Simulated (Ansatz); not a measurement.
# Pt(111) with 4 thermally displaced layers, 2x2: scattering by thermal displacements, part 2 of 2

How much do lattice vibrations at 300 K scatter the electrons of Pt? Layers with random displacements are laid between perfect leads, and the resistance is followed against their length. The measured value for the pure metal at this temperature is 10.8 µΩ cm (CRC Handbook of Chemistry and Physics, 84th ed., 2003, Electrical Resistivity of Pure Metals).

Ansatz 0.2.0; Ansatz plane-wave DFT, PBE, PAW files; ballistic transport by layer matching (Landauer), zero bias; PAW set soft_1.

So far, open channels per spin nearest the Fermi level: step 2 (with 4 displaced layers) 6.89.

## 3. With 8 displaced layers

Each atom of 8 layers is moved at random, by amounts drawn from a normal law 0.0629 Å wide in each direction from the Debye model (240 K) at 300 K. A fresh draw is used; the growth of the resistance with length is what counts.

System of this step: Pt(111) with 8 thermally displaced layers, 2x2. The cell holds 56 atoms: 56 Pt. Cell: a = 5.546 Å, b = 5.546 Å, c = 31.740 Å, α = 87.5°, β = 92.5°, γ = 120.0°. It derives from Pt. Regions: lead, 24 atoms (24 Pt); scattering region, 32 atoms (32 Pt). The structure is stacked along c, and the current runs across the ab planes.

The input, input.yaml:

```yaml
crystal:
  lattice:
    - [5.5462627489, 0.0, 0.0]
    - [-2.7731313745, 4.8032044366, 0.0]
    - [-1.3865656872, 0.8005340728, 31.6995319999]
  atoms:
    - { symbol: Pt, position: [0.005952381, 0.994047619, 0.0357142857] }
    - { symbol: Pt, position: [0.005952381, 0.494047619, 0.0357142857] }
    - { symbol: Pt, position: [0.505952381, 0.994047619, 0.0357142857] }
    - { symbol: Pt, position: [0.505952381, 0.494047619, 0.0357142857] }
    - { symbol: Pt, position: [0.1845238095, 0.3154761905, 0.1071428571] }
    - { symbol: Pt, position: [0.1845238095, 0.8154761905, 0.1071428571] }
    - { symbol: Pt, position: [0.6845238095, 0.3154761905, 0.1071428571] }
    - { symbol: Pt, position: [0.6845238095, 0.8154761905, 0.1071428571] }
    - { symbol: Pt, position: [0.3630952381, 0.1369047619, 0.1785714286] }
    - { symbol: Pt, position: [0.3630952381, 0.6369047619, 0.1785714286] }
    - { symbol: Pt, position: [0.8630952381, 0.1369047619, 0.1785714286] }
    - { symbol: Pt, position: [0.8630952381, 0.6369047619, 0.1785714286] }
    - { symbol: Pt, position: [0.0412091495, 0.9656782237, 0.2492460056] }
    - { symbol: Pt, position: [0.0528752105, 0.4713365982, 0.248920686] }
    - { symbol: Pt, position: [0.5665993437, 0.9792079974, 0.2521404166] }
    - { symbol: Pt, position: [0.5628044633, 0.4719463798, 0.2544721476] }
    - { symbol: Pt, position: [0.2225582924, 0.2795897987, 0.3226249068] }
    - { symbol: Pt, position: [0.1994835031, 0.7597205196, 0.3196790032] }
    - { symbol: Pt, position: [0.7270504891, 0.2864626756, 0.3183810203] }
    - { symbol: Pt, position: [0.6967531301, 0.775685389, 0.3210555389] }
    - { symbol: Pt, position: [0.4030524513, 0.1095731736, 0.3952946823] }
    - { symbol: Pt, position: [0.4050755909, 0.6095733441, 0.3906846794] }
    - { symbol: Pt, position: [0.8872393959, 0.1040633846, 0.3941755815] }
    - { symbol: Pt, position: [0.9111822938, 0.608690942, 0.3944126451] }
    - { symbol: Pt, position: [0.0748503995, 0.8999235199, 0.4628294088] }
    - { symbol: Pt, position: [0.085946928, 0.4309301147, 0.4612862983] }
    - { symbol: Pt, position: [0.5877310727, 0.9169510424, 0.463824672] }
    - { symbol: Pt, position: [0.5849183516, 0.432906481, 0.4614429555] }
    - { symbol: Pt, position: [0.2674264457, 0.2453143183, 0.534185285] }
    - { symbol: Pt, position: [0.2383097677, 0.7156464316, 0.534429657] }
    - { symbol: Pt, position: [0.7532651404, 0.2348737249, 0.535063633] }
    - { symbol: Pt, position: [0.7549425959, 0.7443435582, 0.5377388405] }
    - { symbol: Pt, position: [0.4327179869, 0.061894815, 0.6082113243] }
    - { symbol: Pt, position: [0.4559931647, 0.5608196494, 0.6081601906] }
    - { symbol: Pt, position: [0.9256664562, 0.0828723534, 0.6084508231] }
    - { symbol: Pt, position: [0.9489028552, 0.5650477778, 0.6050743079] }
    - { symbol: Pt, position: [0.1277869245, 0.8970560813, 0.6768515533] }
    - { symbol: Pt, position: [0.0992792682, 0.3928411123, 0.6782314521] }
    - { symbol: Pt, position: [0.6385148617, 0.8790382704, 0.6775229621] }
    - { symbol: Pt, position: [0.6006467161, 0.365401065, 0.6768078182] }
    - { symbol: Pt, position: [0.3092482681, 0.2068145777, 0.7487931886] }
    - { symbol: Pt, position: [0.2812639915, 0.7157149307, 0.751305812] }
    - { symbol: Pt, position: [0.7921276262, 0.2031372015, 0.7506060712] }
    - { symbol: Pt, position: [0.7917418085, 0.6992139768, 0.7512344709] }
    - { symbol: Pt, position: [0.4702380952, 0.0297619048, 0.8214285714] }
    - { symbol: Pt, position: [0.4702380952, 0.5297619048, 0.8214285714] }
    - { symbol: Pt, position: [0.9702380952, 0.0297619048, 0.8214285714] }
    - { symbol: Pt, position: [0.9702380952, 0.5297619048, 0.8214285714] }
    - { symbol: Pt, position: [0.1488095238, 0.8511904762, 0.8928571429] }
    - { symbol: Pt, position: [0.1488095238, 0.3511904762, 0.8928571429] }
    - { symbol: Pt, position: [0.6488095238, 0.8511904762, 0.8928571429] }
    - { symbol: Pt, position: [0.6488095238, 0.3511904762, 0.8928571429] }
    - { symbol: Pt, position: [0.3273809524, 0.1726190476, 0.9642857143] }
    - { symbol: Pt, position: [0.3273809524, 0.6726190476, 0.9642857143] }
    - { symbol: Pt, position: [0.8273809524, 0.1726190476, 0.9642857143] }
    - { symbol: Pt, position: [0.8273809524, 0.6726190476, 0.9642857143] }
kpoints:
  mp_grid: { grid: [5, 5, 1] }
hamiltonian:
  xc: pbe
  pseudopotentials: { kind: paw, azcp: { folder: soft_1 } }
scf:
  occupations: { method: fermi_dirac, width: 0.1 }
output:
  transmission:
    leads: [[0, 4]]
    kmesh: [10, 10]
    e_range: [-0.05, 0.05]
    de: 0.05
  write_potential: true
  write_density: true
  volumetric_format: npy
```

The run is started by

```bash
> ansatz run input.yaml --threads 4 --pin off --max-ram 15360MiB --backend cpu --events-out ev --progress --plain --runs-dir out
```

Numbers of over 12 decimals in the logs are rounded to 6 here.

The log of the run:

```text
[...]
Crystal: 56 atoms, lattice volume = 844.470 Å³
Basis set: ecut = 420 eV, 16521 PW (Γ)
Bands: 605, of which v1, the nominal top of the filled ones, is band 504 counted from 1 (503 counted from 0)
Symmetry: 1 space group operations
[...]
k-points: 13 of 25 (time reversal used)
[...]
SCF iter   1: F=—  HF=-701399.948318 eV  |F-HF|=—  |Δ(HF+E_count)|=         —  Δρ=8.55e-2  dr2=5.93e1  ethr=3.10e-3  ⟨swp⟩=4.2  Hψ=22974  notcnv=0  defer=327
[...]
SCF iter   9: F=-701381.646481 eV  HF=-701381.646481 eV  |F-HF|=7.25e-8  |Δ(HF+E_count)|=   3.55e-8  Δρ=1.17e-6  dr2=7.76e-8  ethr=9.92e-12  ⟨swp⟩=8.2  Hψ=24889  notcnv=0
SCF 1 converged in 9 iterations: F = -701381.646481 eV  dr2 = 7.76e-8
[...]
transmission: 304 of 3016 steps passed
transmission: 604 of 3016 steps passed
[...]
transmission: 3016 of 3016 steps passed
SCF converged after 9 iterations
Free energy (F): -701381.646481 eV
[...]
Internal energy: -701378.536181 eV  (E = F + TS)
E sigma→0 (E₀):  -701380.091331 eV
Entropy (-TS):   -3.110300 eV (-55.541 meV/atom)
Fermi energy:    23.431863 eV
[...]
--- Band table (eV; the first three rows and the last of 13) ---
  k-point 0: bands = [... 500 lower, 23.6162, 23.6252, 23.6408, 23.6425, 23.6587, 23.6769, 23.6861, 23.6916, ... 97 higher]
  k-point 1: bands = [... 500 lower, 23.4159, 23.4301, 23.4446, 23.4547, 23.4747, 23.4809, 23.5061, 23.5172, ... 97 higher]
  k-point 2: bands = [... 500 lower, 23.4274, 23.4495, 23.4583, 23.4710, 23.4815, 23.5055, 23.5236, 23.5365, ... 97 higher]
  k-point 12: bands = [... 500 lower, 23.3188, 23.3576, 23.3718, 23.3949, 23.4160, 23.4295, 23.4521, 23.4802, ... 97 higher]
--- Transmission ---
  basis      : 241 plane waves across, 58 finite elements along
  points     : 52, standing for a mesh of 10 x 10
[...]
channels       : 6.890000e0 a spin
[...]
junction   : crystal 0 to crystal 0, 0.70 to 30.13 Å
    transmission   : 5.020235e0 a spin
[...]
```

Run time: 18 min. Hardware: 4 threads of Arm Neoverse V1, shared host; peak memory 9.6 GiB.

Numbers from this step:

| Quantity | Value |
| --- | --- |
| free energy | -701381.6465 eV |
| energy at zero smearing | -701380.0913 eV |
| transmission per spin nearest the Fermi level | 5.020 |
| step of the lead's potential | 4.6 meV |

Per spin. The transmission, zone mean by energy, zero at the Fermi level:

| energy (eV) | transmission, zone mean |
| --- | --- |
| -0.0500 | 5.21 |
| 0.0000 | 5.02 |
| 0.0500 | 4.76 |

Over the solved energies the transmission per spin lies between 4.76 and 5.21, out of 6.75 channels of the lead on average (up to 7.16).

## 4. With 12 displaced layers

Each atom of 12 layers is moved at random, by amounts drawn from a normal law 0.0629 Å wide in each direction from the Debye model (240 K) at 300 K. A fresh draw is used; the growth of the resistance with length is what counts.

System of this step: Pt(111) with 12 thermally displaced layers, 2x2. The cell holds 72 atoms: 72 Pt. Its edges and angles: a = 5.546 Å, b = 5.546 Å, c = 40.757 Å, α = 90.0°, β = 90.0°, γ = 120.0°. It derives from Pt. Regions: lead, 24 atoms (24 Pt); scattering region, 48 atoms (48 Pt). The structure is stacked along c, and the current runs across the ab planes.

The input, input.yaml:

```yaml
crystal:
  lattice:
    - [5.5462627489, 0.0, 0.0]
    - [-2.7731313745, 4.8032044366, 0.0]
    - [0.0, 0.0, 40.7565411427]
  atoms:
    - { symbol: Pt, position: [0.0, 0.0, 0.0277777778] }
    - { symbol: Pt, position: [0.0, 0.5, 0.0277777778] }
    - { symbol: Pt, position: [0.5, 0.0, 0.0277777778] }
    - { symbol: Pt, position: [0.5, 0.5, 0.0277777778] }
    - { symbol: Pt, position: [0.1666666667, 0.3333333333, 0.0833333333] }
    - { symbol: Pt, position: [0.1666666667, 0.8333333333, 0.0833333333] }
    - { symbol: Pt, position: [0.6666666667, 0.3333333333, 0.0833333333] }
    - { symbol: Pt, position: [0.6666666667, 0.8333333333, 0.0833333333] }
    - { symbol: Pt, position: [0.3333333333, 0.1666666667, 0.1388888889] }
    - { symbol: Pt, position: [0.3333333333, 0.6666666667, 0.1388888889] }
    - { symbol: Pt, position: [0.8333333333, 0.1666666667, 0.1388888889] }
    - { symbol: Pt, position: [0.8333333333, 0.6666666667, 0.1388888889] }
    - { symbol: Pt, position: [0.9675800488, 0.9831250801, 0.1939755564] }
    - { symbol: Pt, position: [0.9911490168, 0.4847582136, 0.1949516017] }
    - { symbol: Pt, position: [0.5149201442, 0.0059047879, 0.1947908515] }
    - { symbol: Pt, position: [0.5120373626, 0.5052947068, 0.1926819573] }
    - { symbol: Pt, position: [0.1728226663, 0.3502383896, 0.2482450703] }
    - { symbol: Pt, position: [0.1648258938, 0.8282392272, 0.2486145355] }
    - { symbol: Pt, position: [0.6558598837, 0.3346558238, 0.2504865264] }
    - { symbol: Pt, position: [0.6607048734, 0.81440285, 0.2495545262] }
    - { symbol: Pt, position: [0.3434503024, 0.1790615354, 0.3065931113] }
    - { symbol: Pt, position: [0.3499431129, 0.681029526, 0.3068267147] }
    - { symbol: Pt, position: [0.8244710159, 0.1674264915, 0.3044553145] }
    - { symbol: Pt, position: [0.7953313251, 0.6446617741, 0.3087783707] }
    - { symbol: Pt, position: [0.9726569173, 0.9706481279, 0.3602087959] }
    - { symbol: Pt, position: [0.0169417729, 0.4994114487, 0.3617407082] }
    - { symbol: Pt, position: [0.4963905414, 0.9989104305, 0.3630653146] }
    - { symbol: Pt, position: [0.5084598531, 0.4988708618, 0.3624867159] }
    - { symbol: Pt, position: [0.1774136764, 0.3304641826, 0.4170832012] }
    - { symbol: Pt, position: [0.165173353, 0.8245845202, 0.4184422608] }
    - { symbol: Pt, position: [0.6607179421, 0.3252237235, 0.4140812235] }
    - { symbol: Pt, position: [0.6623052148, 0.8533029886, 0.4149077596] }
    - { symbol: Pt, position: [0.3358001419, 0.1618602763, 0.4730111064] }
    - { symbol: Pt, position: [0.3350805171, 0.6565041508, 0.4717719286] }
    - { symbol: Pt, position: [0.8352095517, 0.1681662366, 0.4721782368] }
    - { symbol: Pt, position: [0.8339015865, 0.6749064008, 0.4742542674] }
    - { symbol: Pt, position: [0.001283218, 0.9903106699, 0.5283886534] }
    - { symbol: Pt, position: [0.0037143993, 0.5060432827, 0.5306240296] }
    - { symbol: Pt, position: [0.4974990533, 0.9998494252, 0.5264098752] }
    - { symbol: Pt, position: [0.4929986576, 0.4925491269, 0.5302460223] }
    - { symbol: Pt, position: [0.1663693733, 0.325846229, 0.5863101475] }
    - { symbol: Pt, position: [0.157246583, 0.8446082989, 0.5849012102] }
    - { symbol: Pt, position: [0.6714642829, 0.3299145324, 0.5831337008] }
    - { symbol: Pt, position: [0.6679181477, 0.8436240055, 0.5797402362] }
    - { symbol: Pt, position: [0.3285317788, 0.1686558018, 0.6379922581] }
    - { symbol: Pt, position: [0.3111372415, 0.6634877415, 0.637723806] }
    - { symbol: Pt, position: [0.8515530895, 0.1849603877, 0.6389959297] }
    - { symbol: Pt, position: [0.8101213101, 0.6640982818, 0.6374631309] }
    - { symbol: Pt, position: [0.0188038577, 0.0221432456, 0.6949341756] }
    - { symbol: Pt, position: [0.0329879848, 0.5198273826, 0.6955190608] }
    - { symbol: Pt, position: [0.4916143817, 0.0027345983, 0.6923783233] }
    - { symbol: Pt, position: [0.5146113075, 0.5031253023, 0.6967569186] }
    - { symbol: Pt, position: [0.1596208833, 0.3097131311, 0.7512152376] }
    - { symbol: Pt, position: [0.1906908619, 0.8570181632, 0.7487259356] }
    - { symbol: Pt, position: [0.6592598522, 0.3361074752, 0.7485983116] }
    - { symbol: Pt, position: [0.6464667827, 0.8208626902, 0.7542113983] }
    - { symbol: Pt, position: [0.3218390395, 0.1550020466, 0.8050436554] }
    - { symbol: Pt, position: [0.3437558189, 0.6849591564, 0.8071756327] }
    - { symbol: Pt, position: [0.8444114008, 0.168593244, 0.8059552605] }
    - { symbol: Pt, position: [0.8180625941, 0.6482833123, 0.8088561762] }
    - { symbol: Pt, position: [0.0, 0.0, 0.8611111111] }
    - { symbol: Pt, position: [0.0, 0.5, 0.8611111111] }
    - { symbol: Pt, position: [0.5, 0.0, 0.8611111111] }
    - { symbol: Pt, position: [0.5, 0.5, 0.8611111111] }
    - { symbol: Pt, position: [0.1666666667, 0.3333333333, 0.9166666667] }
    - { symbol: Pt, position: [0.1666666667, 0.8333333333, 0.9166666667] }
    - { symbol: Pt, position: [0.6666666667, 0.3333333333, 0.9166666667] }
    - { symbol: Pt, position: [0.6666666667, 0.8333333333, 0.9166666667] }
    - { symbol: Pt, position: [0.3333333333, 0.1666666667, 0.9722222222] }
    - { symbol: Pt, position: [0.3333333333, 0.6666666667, 0.9722222222] }
    - { symbol: Pt, position: [0.8333333333, 0.1666666667, 0.9722222222] }
    - { symbol: Pt, position: [0.8333333333, 0.6666666667, 0.9722222222] }
kpoints:
  mp_grid: { grid: [5, 5, 1] }
hamiltonian:
  xc: pbe
  pseudopotentials: { kind: paw, azcp: { folder: soft_1 } }
scf:
  occupations: { method: fermi_dirac, width: 0.1 }
output:
  transmission:
    leads: [[0, 4]]
    kmesh: [10, 10]
    e_range: [-0.05, 0.05]
    de: 0.05
  write_potential: true
  write_density: true
  volumetric_format: npy
```

The log of the run:

```text
[...]
Crystal: 72 atoms, lattice volume = 1085.747 Å³
Basis set: ecut = 420 eV, 21305 PW (Γ)
Bands: 778, of which v1, the nominal top of the filled ones, is band 648 counted from 1 (647 counted from 0)
Symmetry: 1 space group operations
[...]
k-points: 13 of 25 (time reversal used)
[...]
SCF iter   1: F=—  HF=-901798.825467 eV  |F-HF|=—  |Δ(HF+E_count)|=         —  Δρ=8.56e-2  dr2=7.58e1  ethr=3.10e-3  ⟨swp⟩=4.3  Hψ=29576  notcnv=0  defer=447
[...]
SCF iter   9: F=-901775.273691 eV  HF=-901775.273692 eV  |F-HF|=5.75e-8  |Δ(HF+E_count)|=   1.99e-8  Δρ=1.16e-6  dr2=6.45e-8  ethr=7.72e-12  ⟨swp⟩=8.1  Hψ=32311  notcnv=0
SCF 1 converged in 9 iterations: F = -901775.273691 eV  dr2 = 6.45e-8
[...]
transmission: 386 of 3848 steps passed
transmission: 771 of 3848 steps passed
[...]
transmission: 3848 of 3848 steps passed
SCF converged after 9 iterations
Free energy (F): -901775.273691 eV
[...]
Internal energy: -901771.248116 eV  (E = F + TS)
E sigma→0 (E₀):  -901773.260904 eV
Entropy (-TS):   -4.025576 eV (-55.911 meV/atom)
Fermi energy:    23.435285 eV
[...]
--- Band table (eV; the first three rows and the last of 13) ---
  k-point 0: bands = [... 644 lower, 23.6123, 23.6208, 23.6367, 23.6447, 23.6498, 23.6621, 23.6727, 23.6876, ... 126 higher]
  k-point 1: bands = [... 644 lower, 23.4248, 23.4355, 23.4395, 23.4441, 23.4752, 23.4818, 23.4991, 23.5210, ... 126 higher]
  k-point 2: bands = [... 644 lower, 23.4238, 23.4508, 23.4715, 23.4959, 23.5137, 23.5190, 23.5255, 23.5334, ... 126 higher]
  k-point 12: bands = [... 644 lower, 23.3467, 23.3730, 23.4138, 23.4255, 23.4301, 23.4380, 23.4455, 23.4540, ... 126 higher]
--- Transmission ---
  basis      : 241 plane waves across, 74 finite elements along
  points     : 52, standing for a mesh of 10 x 10
[...]
channels       : 6.890000e0 a spin
[...]
junction   : crystal 0 to crystal 0, 0.70 to 39.19 Å
    transmission   : 4.162899e0 a spin
[...]
```

The job ended after 32 min (4 threads; peak memory 8.4 GiB; 2 h of CPU time).

This step gave:

```yaml
free_energy: -901775.2737 eV
energy_at_zero_smearing: -901773.2609 eV
fermi_energy: 23.44 eV
transmission_per_spin_nearest_the_fermi_level: 4.163
step_of_the_lead_s_potential: 12.9 meV
```

Per spin. Transmission, zone mean against energy, zero at the Fermi level:

| energy (eV) | transmission, zone mean |
| --- | --- |
| -0.0500 | 4.24 |
| 0.0000 | 4.16 |
| 0.0500 | 4.11 |

Over the solved energies the transmission per spin lies between 4.11 and 4.24, out of 6.71 channels of the lead on average (up to 7.04).

## 5. Resistance against length

This step: Ansatz plane-wave DFT, PBE, PAW files; ballistic transport by layer matching (Landauer), zero bias; resistivity from the slope of the area resistance; PAW set soft_1 (Ansatz 0.2.0).

Numbers from this step:

```yaml
resistivity: 12.20 µΩ cm
intercept: -0.02683 fΩ m²
scatter_about_the_fit: 0.01082 fΩ m²
```

Resistance, by row:

| run | length (Å) | T | channels N | RA (fΩ m²) |
| --- | --- | --- | --- | --- |
| n4 | 9.057 | 5.727 | 6.753 | 0.09128 |
| n8 | 18.11 | 4.998 | 6.753 | 0.1788 |
| n12 | 27.17 | 4.171 | 6.713 | 0.3122 |

Table of area resistance by length of the displaced region:

| length of the displaced region (Å) | area resistance (fΩ m²) |
| --- | --- |
| 9.06 | 0.0913 |
| 18.11 | 0.179 |
| 27.17 | 0.312 |

The area resistance goes from 0.091 to 0.31 fΩ m² between 9.1 and 27.2 Å, a slope of 12 µΩ cm.

By hand from the end points: (0.3122 − 0.09128) fΩ m² / (27.17 − 9.06) Å = 12 µΩ cm, since 1 fΩ m² per Å is 1000 µΩ cm.

## 6. Outcome

```yaml
resistivity_from_the_slope: 12.2 µΩ cm
area_resistance_over_9p06_a: 0.0913 fΩ m²
area_resistance_over_18p1_a: 0.179 fΩ m²
area_resistance_over_27p2_a: 0.312 fΩ m²
```

The slope gives 12 µΩ cm. The points scatter by 0.011 fΩ m² about the line, with one random draw a length in a 2x2 cell, so the slope is a rough value. The mean square of the displacements drawn is 0.78, 0.91 and 1.0 of the nominal one at the three lengths; with each resistance scaled back by that, the slope is 10 µΩ cm, the value used below. Read with a model of isotropic scattering on a spherical Fermi surface and the lead's 2.0×10¹⁵ S/m², this slope means a mean free path near 39 Å; over these lengths the model's slope is 1.06 times its bulk resistivity, which would be 9.8 µΩ cm. Uncorrelated displacements put too much weight on short waves, which scatter strongly; with the sideways repeat of a small cell, one draw and three short lengths, the method is good to a factor of two or three. The measured value is 10.8 µΩ cm (CRC Handbook of Chemistry and Physics, 84th ed., 2003, Electrical Resistivity of Pure Metals); the scaled slope is 0.96 times that and the corrected value 0.90: fair for so small a cell. Spin-orbit coupling is left out, which matters for Pt.

[Logs are printed without paths, hosts, clocks, repeated set-up lines and the standing remarks that a program may print on its own settings, such as how far it seeks lower states.]

[Hosts, paths, dates, database ids (printed as entryN), source tags and the programs' standing remarks are cut or masked in the printed files.]
